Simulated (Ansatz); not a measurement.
# A convergence test on CdCu2GeSe4 (I-42m): wavefunction cutoff

How far can the wavefunction cutoff be lowered for the gap of CdCu2GeSe4 (I-42m)?

Program: Ansatz 0.2.0. Level of theory: DFT, r2SCAN, plane waves, PAW; PAW set soft_1. Results are calculated unless marked as measured.

### 1. Set-up

It takes space group I-42m (No. 121, tetragonal). Conventional cell: a = 5.748 Å, b = 5.748 Å, c = 11.053 Å, α = 90.00°, β = 90.00°, γ = 90.00°. Cd has 4 Se at 2.65 Å nearest. Nearest to Cu lie 4 Se at 2.41 Å. Nearest to Ge lie 4 Se at 2.38 Å. Se has 1 Ge at 2.38 Å and 2 Cu at 2.41 Å and 1 Cd at 2.65 Å nearest. Farther neighbours and most contacts between anions are not listed.

As a file:

```cif
data_structure
_symmetry_space_group_name_H-M 'P 1'
_symmetry_Int_Tables_number 1
_cell_length_a 6.8604
_cell_length_b 6.8604
_cell_length_c 6.8604
_cell_angle_alpha 130.464
_cell_angle_beta 130.464
_cell_angle_gamma 72.665
_cell_volume 182.61
loop_
_atom_site_label
_atom_site_type_symbol
_atom_site_fract_x
_atom_site_fract_y
_atom_site_fract_z
_atom_site_occupancy
Cd1 Cd 0.00000 0.00000 0.00000 1
Cu2 Cu 0.25000 0.75000 0.50000 1
Cu3 Cu 0.75000 0.25000 0.50000 1
Ge4 Ge 0.50000 0.50000 0.00000 1
Se5 Se 0.40420 0.40420 0.54100 1
Se6 Se 0.59580 0.13680 0.00000 1
Se7 Se 0.86320 0.86320 0.45900 1
Se8 Se 0.13680 0.59580 0.00000 1
```

The cell and positions come from the Crystallography Open Database and are kept as given unless a step says otherwise.

### 2. Wavefunction cutoff: 220 eV

Input file input.yaml:

```yaml
crystal:
  lattice:
    - [-2.8741, 2.8741, 5.52665]
    - [2.8741, -2.8741, 5.52665]
    - [2.8741, 2.8741, -5.52665]
  atoms:
    - { symbol: Cd, position: [0.0, 0.0, 0.0] }
    - { symbol: Cu, position: [0.25, 0.75, 0.5] }
    - { symbol: Cu, position: [0.75, 0.25, 0.5] }
    - { symbol: Ge, position: [0.5, 0.5, 0.0] }
    - { symbol: Se, position: [0.4042, 0.4042, 0.541] }
    - { symbol: Se, position: [0.5958, 0.1368, 0.0] }
    - { symbol: Se, position: [0.8632, 0.8632, 0.459] }
    - { symbol: Se, position: [0.1368, 0.5958, 0.0] }
kpoints:
  mp_grid: { grid: [6, 6, 6] }
  band_path:
    path:
      - [0.0, 0.0, 0.0]
      - [0.0, 0.0, 0.5]
      - [0.25, 0.25, 0.25]
      - [0.0, 0.5, 0.0]
      - [0.5, 0.5, -0.5]
      - [0.31761139, 0.68238861, -0.31761139]
      - [-0.31761139, 0.31761139, 0.31761139]
      - [-0.13522277, 0.13522277, 0.5]
    npoints: 1
hamiltonian:
  xc: r2scan
  pseudopotentials: { kind: paw, azcp: { folder: soft_1 } }
scf:
  occupations: { method: fermi_dirac, width: 0.02 }
  n_extra_bands: 6
  max_iter: 80
output:
  eigenvalues: true
  forces: true
  stress: true
basis:
  ecutwfc: 220.0
```

The run is started by

```console
ansatz run input.yaml --threads 24 --pin off --max-ram 82944MiB --backend cuda --events-out ev --progress --plain --runs-dir out --devices 1 --max-vram 78GiB
```

Numbers of over 12 decimals in the logs are rounded to 6 here.

What it wrote:

```text
Warning: basis.ecutwfc = 220 eV is below the records' recommended 500 eV, and the density's cutoff is lower with it unless basis.ecutrho_ratio is high enough to keep the records' density cutoff: compare with a run at a higher cutoff
scf.n_extra_bands = 6 over 68 filled bands (N_el = 136.0): the run solves 74 bands
GPUs: using 1 of 1 available (devices: 1).
Engine: ansatz 0.2.0, aarch64-unknown-linux-gnu
Pseudopotentials: kind: paw
Pseudopotential: Cd, paw, valence charge 20, recommended cutoff 500 eV (meta_gga), soft_1/Cd.paw.azcp
Pseudopotential: Cu, paw, valence charge 19, recommended cutoff 500 eV (meta_gga), soft_1/Cu.paw.azcp
Pseudopotential: Ge, paw, valence charge 14, recommended cutoff 500 eV (meta_gga), soft_1/Ge.paw.azcp
Pseudopotential: Se, paw, valence charge 16, recommended cutoff 500 eV (meta_gga), soft_1/Se.paw.azcp
Functional definition: r2SCAN
  parameter k0 = 0.174
  parameter k1 = 0.065
  parameter a1 = 4.9479
  exchange = r2scan_x(k0 = k0, k1 = k1, a1 = a1)
  correlation = r2scan_c
device memory: the entry about to start is reckoned to put 3.2 GiB on a device that reports 176.0 GiB free (of which the cap on the GPU budget leaves the run 78.0 GiB)
GPU FFT provider: cuFFT
GPU libraries: cuBLAS 13.8.1, cuFFT 12.4.0, cuSOLVER 12.3.2
GPU matrix products: emulated (plane waves: as basis.precision tells), large ones in fixed point in workspaces of 1.00 GiB
Crystal: 8 atoms, lattice volume = 182.610 Å³
Basis set: ecut = 220 eV, 1345 PW (Γ), exchange–correlation on 144×144×144 points (64 copies of the dense FFT grid, shifted against one another)
Bands: 74, of which v1, the nominal top of the filled ones, is band 68 counted from 1 (67 counted from 0)
Symmetry: 8 space group operations
Space group: I-42m (ITA 121), of the structure as read, at distance tolerance 5.7e-5 Å
k-points: 30 of 216 (time reversal used)
Non-local potential: Cd, projectors of the file, l = 0: 3, l = 1: 2, l = 2: 2, l = 3: 1
Non-local potential: Cu, projectors of the file, l = 0: 3, l = 1: 2, l = 2: 3, l = 3: 1
Non-local potential: Ge, projectors of the file, l = 0: 2, l = 1: 2, l = 2: 3, l = 3: 1
Non-local potential: Se, projectors of the file, l = 0: 2, l = 1: 2, l = 2: 3, l = 3: 1
PAW form: soft (Blöchl's): semilocal exchange-correlation on the pseudo side does not see the compensation charge
PAW frozen core: Cd, regenerated for the run's functional (the file was generated under x = pbe(κ = 0.804, μ = 0.219515), c = pbe(β = 0.066725))
PAW frozen core: Cu, regenerated for the run's functional (the file was generated under x = pbe(κ = 0.804, μ = 0.219515), c = pbe(β = 0.066725))
PAW frozen core: Ge, regenerated for the run's functional (the file was generated under x = pbe(κ = 0.804, μ = 0.219515), c = pbe(β = 0.066725))
PAW frozen core: Se, regenerated for the run's functional (the file was generated under x = pbe(κ = 0.804, μ = 0.219515), c = pbe(β = 0.066725))
PAW one-centre angular grid: Cd, 590 points (default); XC on 160 Gauss nodes
PAW one-centre angular grid: Cu, 590 points (default); XC on 160 Gauss nodes
PAW one-centre angular grid: Ge, 590 points (default); XC on 160 Gauss nodes
PAW one-centre angular grid: Se, 590 points (default); XC on 160 Gauss nodes
Initial density: superposition of atomic densities (chi_scale 0.1, normalization cell, long waves kept (reshape's long-wave potential 0.02 eV rms))
Initial wavefunctions: pseudopotential atomic-orbital guess
GPU buffer pool allocated for 46656 grid points (all kernels)
GPU transforms: local potential and band sums: pruned to the plane-wave sphere, on 36×36×36
Functional: x = r2scan, c = r2scan; τ floored in thin density (d = 2e-4 eV/Å³)
iter 1 solved again at ethr=2.76e-3 eV; its pass at ethr=3.10e-3 eV (dr2=3.75e0 eV) is discarded
SCF iter   1: F=—  HF=-47730.573967 eV  |F-HF|=—  |Δ(HF+E_count)|=         —  Δρ=4.17e-2  dr2=3.77e0  dr2_τ=3.17e-1  ethr=2.76e-3  ⟨swp⟩=1.0  Hψ=9951  notcnv=0
preconditioner: auto → Resta (q_TF=auto, 2.598 Å⁻¹)  ε∞=6.3  [insulator: Δε(μ)=0.444 eV  Ē_g=9.434 eV  σ=0.020 eV  W_gap=1.00  n_scr=60 (ndim 8)  ℏωp=21.6 eV  f_vac=0.112  D(μ)=0.00/eV (n_scr^D=0)  ε∞_Penn≈6.3  vacuum switching on, ρ_ref=6.5e-3 e/Å³]
SCF iter   2: F=—  HF=-47728.426289 eV  |F-HF|=—  |Δ(HF+E_count)|=    2.15e0  Δρ=2.62e-2  dr2=1.31e0  dr2_τ=1.71e-2  ethr=2.76e-3  ⟨swp⟩=2.5  Hψ=4104  notcnv=0
SCF iter   3: F=—  HF=-47728.158277 eV  |F-HF|=—  |Δ(HF+E_count)|=   2.68e-1  Δρ=1.77e-2  dr2=2.83e-1  dr2_τ=3.04e-3  ethr=9.62e-4  ⟨swp⟩=2.8  Hψ=4305  notcnv=0  defer=30
SCF iter   4: F=—  HF=-47728.148676 eV  |F-HF|=—  |Δ(HF+E_count)|=   9.60e-3  Δρ=7.38e-3  dr2=1.04e-1  dr2_τ=7.25e-4  ethr=2.08e-4  ⟨swp⟩=2.0  Hψ=4920  notcnv=0  defer=30
SCF iter   5: F=—  HF=-47728.136917 eV  |F-HF|=—  |Δ(HF+E_count)|=   1.18e-2  Δρ=2.14e-3  dr2=1.37e-2  dr2_τ=1.38e-4  ethr=7.66e-5  ⟨swp⟩=2.0  Hψ=2789  notcnv=0  defer=30
SCF iter   6: F=—  HF=-47728.136287 eV  |F-HF|=—  |Δ(HF+E_count)|=   6.30e-4  Δρ=8.71e-4  dr2=1.87e-3  dr2_τ=1.72e-5  ethr=1.00e-5  ⟨swp⟩=2.0  Hψ=3237  notcnv=0  defer=30
SCF iter   7: F=—  HF=-47728.136569 eV  |F-HF|=—  |Δ(HF+E_count)|=   2.82e-4  Δρ=1.83e-4  dr2=7.75e-5  dr2_τ=8.22e-7  ethr=1.37e-6  ⟨swp⟩=2.0  Hψ=3090  notcnv=0  defer=30
SCF iter   8: F=—  HF=-47728.135849 eV  |F-HF|=—  |Δ(HF+E_count)|=   7.20e-4  Δρ=4.05e-5  dr2=2.38e-6  dr2_τ=3.77e-8  ethr=5.70e-8  ⟨swp⟩=2.0  Hψ=3122  notcnv=0  defer=30
SCF iter   9: F=—  HF=-47728.135849 eV  |F-HF|=—  |Δ(HF+E_count)|=   4.09e-7  Δρ=1.20e-5  dr2=1.90e-7  dr2_τ=4.81e-9  ethr=1.75e-9  ⟨swp⟩=2.0  Hψ=3222  notcnv=0  defer=30
SCF iter  10: F=-47728.135849 eV  HF=-47728.135849 eV  |F-HF|=1.12e-8  |Δ(HF+E_count)|=   1.88e-8  Δρ=2.73e-6  dr2=1.88e-8  dr2_τ=3.28e-10  ethr=7.35e-11  ⟨swp⟩=8.9  Hψ=7574  notcnv=0
SCF 1 converged in 10 iterations: F = -47728.135849 eV  dr2 = 1.88e-8
[...]
device memory: the entry about to start is reckoned to put 5.8 GiB on a device that reports 182.4 GiB free (of which the cap on the GPU budget leaves the run 78.0 GiB)
NSCF: frozen V_eff on 8 k-points
SCF converged after 10 iterations
Free energy (F): -47728.135849 eV
Harris-Foulkes:  -47728.135849 eV  (|F-HF|=1.12e-8)
Internal energy: -47728.135849 eV  (E = F + TS)
E sigma→0 (E₀):  -47728.135849 eV
Entropy (-TS):   -0.000000 eV (-0.000 meV/atom)
Fermi energy:    8.518424 eV
--- Per-component energies (eV) ---
  E_band       = -3453.672636
  E_kinetic    = 1531.181504
  E_local      = -28637.719594  (includes V_loc(G=0)·N_el)
  E_nonlocal   = 939.914555
  E_hartree    = 13620.065296
  E_xc         = -662.331637
  E_vxc        = -854.396587  (∫ρ·V_xc dr)
  E_paw        = -18593.752411  (= ΣΔE_a)
  E_vpaw       = -3721.235996  (= ΣTr[D̂ρ^β])
  E_aug_tail   = -0.498356  (compensation charges beyond the density's cutoff)
  E_vtau       = 48.953165  (kinetic-family band-sum trace: ∫τ·v_τ [+ j·A + Jᵃ·Aᵃ] dr)
  E_ewald      = -15915.683427
  E_core_change = -9.311779  (= ΣΔE_core)
  E_smearing   = -0.000000  (= −TS)
  E_closure    = -0.000000  (closes the sum)
  Σ components = -47728.135849   (vs F -47728.135849, Δ=0.00e0)
--- Forces (eV/Å), atoms counted from 1 ---
  atom   1  Cd     0.00000000     0.00000000     0.00000000
  atom   2  Cu     0.00000000     0.00000000     0.00000000
  atom   3  Cu     0.00000000    -0.00000000     0.00000000
  atom   4  Ge     0.00000000     0.00000000     0.00000000
  atom   5  Se    -0.06563840    -0.06563840    -0.06090443
  atom   6  Se    -0.06563840     0.06563840     0.06090443
  atom   7  Se     0.06563840     0.06563840    -0.06090443
  atom   8  Se     0.06563840    -0.06563840     0.06090443
  max |Σ_I F_I| component: 2.78e-17 eV/Å
--- Stress (GPa, compression-positive) ---
        2.303539       0.000000       0.000000
        0.000000       2.303539       0.000000
        0.000000       0.000000       2.244730
  P = ⅓ Tr σ = 2.2839 GPa (22.839 kbar)
--- Band table (eV; the first three rows and the last of 30) ---
  k-point 0: bands = [... 64 lower, 6.5711, 8.2925, 8.2967, 8.2967, 8.7184, 10.5807, 11.6766, 12.0359, ... 2 higher]
  k-point 1: bands = [... 64 lower, 6.9995, 7.3438, 7.8776, 8.2247, 9.6047, 11.1356, 11.4571, 12.3004, ... 2 higher]
  k-point 2: bands = [... 64 lower, 7.1733, 7.2981, 7.6835, 8.0000, 9.7234, 10.9916, 11.9067, 12.3350, ... 2 higher]
  k-point 29: bands = [... 64 lower, 6.8452, 7.0310, 7.5607, 7.5607, 9.9891, 10.8748, 10.8748, 11.1634, ... 2 higher]
```

Wall time 1.7 s (1 × NVIDIA GB200 (shared by 2 runs) with 24 threads of Arm Neoverse V2, shared host); peak memory 1.1 GiB.

Numbers from this step:

```
pressure             : 2.284 GPa
gap                  : 0.4217 eV
valence top at       : Γ
conduction bottom at : Γ
least direct gap     : 0.4217 eV
```

The gap is direct, at Γ.

### 3. Wavefunction cutoff: 350 eV

Edit input.yaml of step 2 so:

```diff
@@ -31,3 +31,3 @@
 scf:
-  occupations: { method: fermi_dirac, width: 0.02 }
+  occupations: { method: fixed }
   n_extra_bands: 6
@@ -39,2 +39,2 @@
 basis:
-  ecutwfc: 220.0
+  ecutwfc: 350.0
```

What it wrote:

```text
[...]
GPUs: using 1 of 1 available (devices: 1).
[...]
GPU FFT provider: cuFFT
GPU libraries: cuBLAS 13.8.1, cuFFT 12.4.0, cuSOLVER 12.3.2
[...]
Crystal: 8 atoms, lattice volume = 182.610 Å³
Basis set: ecut = 350 eV, 2697 PW (Γ), exchange–correlation on 180×180×180 points (64 copies of the dense FFT grid, shifted against one another)
[...]
k-point 0: bands = [... 64 lower, 7.0120, 8.5932, 8.6112, 8.6112, 8.8511, 10.6329, 11.7760, 11.9441, ... 2 higher]
  k-point 1: bands = [... 64 lower, 7.3429, 7.6852, 8.1785, 8.5293, 9.7804, 11.1804, 11.5497, 12.2917, ... 2 higher]
  k-point 2: bands = [... 64 lower, 7.5152, 7.6165, 7.9837, 8.2927, 9.9053, 11.0843, 11.8612, 12.3305, ... 2 higher]
  k-point 29: bands = [... 64 lower, 7.2872, 7.3671, 7.9049, 7.9049, 10.2450, 10.9405, 10.9405, 11.2171, ... 2 higher]
[key lines of the parts left out:]
SCF converged after 12 iterations
Free energy (F): -47749.487933 eV
Fermi energy:    8.611183 eV
P = ⅓ Tr σ = 0.9211 GPa (9.211 kbar)
```

It took 2.9 s on 1 × NVIDIA GB200 (shared by 2 runs) with 24 threads; peak memory 1.2 GiB; 5.3 s of CPU time.

Numbers from this step:

| Item | Value |
| --- | --- |
| pressure | 0.9211 GPa |
| gap | 0.2399 eV |
| valence top at | Γ |
| conduction bottom at | Γ |
| least direct gap | 0.2399 eV |

The gap is 0.240 eV, −0.182 eV from the run before at this level.

### 4. Wavefunction cutoff: 500 eV (the default)

input.yaml, the sections that differ from step 3:

```yaml
kpoints:
  mp_grid: { grid: [6, 6, 6] }
  band_path:
    path:
      - [[0.0, 0.0, 0.0], [0.0, 0.0, 0.5], [0.25, 0.25, 0.25], [0.0, 0.5, 0.0], [0.0, 0.0, 0.0], [0.5, 0.5, -0.5], [0.31761139, 0.68238861, -0.31761139]]
      - [[-0.31761139, 0.31761139, 0.31761139], [0.0, 0.0, 0.0]]
      - [[0.0, 0.0, 0.5], [-0.13522277, 0.13522277, 0.5]]
      - [[0.5, 0.5, -0.13522277], [0.5, 0.5, -0.5]]
    npoints: 10
scf:
  occupations: { method: fermi_dirac, width: 0.02 }
  n_extra_bands: 6
# crystal, hamiltonian, output: as in step 3
# basis: removed
```

What it wrote:

```text
[...]
GPUs: using 1 of 1 available (devices: 1).
[...]
GPU FFT provider: cuFFT
GPU libraries: cuBLAS 13.8.1, cuFFT 12.4.0, cuSOLVER 12.3.2
[...]
Crystal: 8 atoms, lattice volume = 182.610 Å³
Basis set: ecut = 500 eV, 4661 PW (Γ), exchange–correlation on 216×216×216 points (64 copies of the dense FFT grid, shifted against one another)
[...]
k-point 0: bands = [... 64 lower, 7.0057, 8.5876, 8.6051, 8.6051, 8.8501, 10.6282, 11.7715, 11.9415, ... 2 higher]
  k-point 1: bands = [... 64 lower, 7.3371, 7.6797, 8.1728, 8.5233, 9.7781, 11.1761, 11.5465, 12.2868, ... 2 higher]
  k-point 2: bands = [... 64 lower, 7.5093, 7.6108, 7.9782, 8.2869, 9.9029, 11.0807, 11.8581, 12.3271, ... 2 higher]
  k-point 29: bands = [... 64 lower, 7.2806, 7.3614, 7.8987, 7.8987, 10.2408, 10.9360, 10.9360, 11.2128, ... 2 higher]
[key lines of the parts left out:]
SCF converged after 12 iterations
Free energy (F): -47749.548202 eV
Fermi energy:    8.736812 eV
P = ⅓ Tr σ = 0.8737 GPa (8.737 kbar)
```

Run time: 2.8 s. Hardware: 1 × NVIDIA GB200 (shared by 2 runs) with 24 threads; peak memory 1.4 GiB; 7.5 s of CPU time.

Numbers from this step:

```
pressure             : 0.8737 GPa
gap                  : 0.2451 eV
valence top at       : Γ
conduction bottom at : Γ
least direct gap     : 0.2451 eV
```

The gap is 0.245 eV, +0.005 eV from the run before at this level.

### 5. Wavefunction cutoff: 750 eV

input.yaml, the sections that differ from step 4:

```yaml
kpoints:
  mp_grid: { grid: [6, 6, 6] }
  band_path:
    path:
      - [0.0, 0.0, 0.0]
      - [0.0, 0.0, 0.5]
      - [0.25, 0.25, 0.25]
      - [0.0, 0.5, 0.0]
      - [0.5, 0.5, -0.5]
      - [0.31761139, 0.68238861, -0.31761139]
      - [-0.31761139, 0.31761139, 0.31761139]
      - [-0.13522277, 0.13522277, 0.5]
    npoints: 1
scf:
  occupations: { method: fixed }
  n_extra_bands: 6
  max_iter: 80
basis:
  ecutwfc: 750.0
# crystal, hamiltonian, output: as in step 4
```

What it wrote:

```text
[...]
GPUs: using 1 of 1 available (devices: 1).
[...]
GPU FFT provider: cuFFT
GPU libraries: cuBLAS 13.8.1, cuFFT 12.4.0, cuSOLVER 12.3.2
[...]
Crystal: 8 atoms, lattice volume = 182.610 Å³
Basis set: ecut = 750 eV, 8517 PW (Γ), exchange–correlation on 256×256×256 points (64 copies of the dense FFT grid, shifted against one another)
[...]
k-point 0: bands = [... 64 lower, 7.0050, 8.5870, 8.6044, 8.6044, 8.8497, 10.6277, 11.7706, 11.9415, ... 2 higher]
  k-point 1: bands = [... 64 lower, 7.3365, 7.6790, 8.1722, 8.5227, 9.7777, 11.1757, 11.5458, 12.2865, ... 2 higher]
  k-point 2: bands = [... 64 lower, 7.5086, 7.6101, 7.9776, 8.2863, 9.9028, 11.0795, 11.8579, 12.3268, ... 2 higher]
  k-point 29: bands = [... 64 lower, 7.2796, 7.3608, 7.8980, 7.8980, 10.2406, 10.9357, 10.9357, 11.2121, ... 2 higher]
[key lines of the parts left out:]
SCF converged after 12 iterations
Free energy (F): -47749.561164 eV
Fermi energy:    8.604441 eV
P = ⅓ Tr σ = 0.8710 GPa (8.710 kbar)
```

Wall time 2.6 s (1 × NVIDIA GB200 (shared by 2 runs) with 24 threads); peak memory 1.7 GiB.

This step gave:

* pressure: 0.8710 GPa
* gap: 0.2452 eV
* valence top at: Γ
* conduction bottom at: Γ
* least direct gap: 0.2452 eV

The gap is 0.245 eV, as in the run before at this level.

### 6. The series

Differences are against the last row; a negative gap means that bands overlap, and a run with a band path holds that path's time. Times are wall times on 1 × NVIDIA GB200 (shared by 2 runs) with 24 threads of Arm Neoverse V2, shared host, good to a factor of about two.

```tsv
wavefunction cutoff	gap (eV)	direct gap (eV)	gap error (eV)	energy error (meV/atom)	irreducible k	time
220 eV	0.422	0.422	+0.176	+2678.2	30	1.7 s
350 eV	0.240	0.240	−0.005	+9.2	30	2.9 s
500 eV	0.245	0.245	−0.0002	+1.6	30	2.8 s
750 eV	0.245	0.245	+0.000	+0.0	30	2.6 s
```

### 7. What came out

| Item | Value |
| --- | --- |
| 220 eV | 0.422 eV |
| 350 eV | 0.240 eV |
| 500 eV | 0.245 eV |
| 750 eV | 0.245 eV |

The gap holds to 0.02 eV from 350 eV on. At 220 eV the gap is off by +0.176 eV and the energy by +2678 meV/atom. The runs have no spin polarisation. For a closed low-spin shell that is the natural state; where a d or f shell is open it is a constraint, and the gap is then not the crystal's own.

[Paths, hosts, dates, memory and timing lines, banners, echoed tables and standing remarks are left out of the program output.]

[Logs are printed without paths, hosts, clocks, repeated set-up lines and the standing remarks that a program may print on its own settings, such as how far it seeks lower states.]

[Runs of the session that timed out or met a known fault of the program may be left out.]

[Cells called generated may have been cut or substituted from an entry of the Crystallography Open Database or the Materials Project.]

[Hosts, paths, dates, database ids (printed as entryN), source tags and the programs' standing remarks are cut or masked in the printed files.]
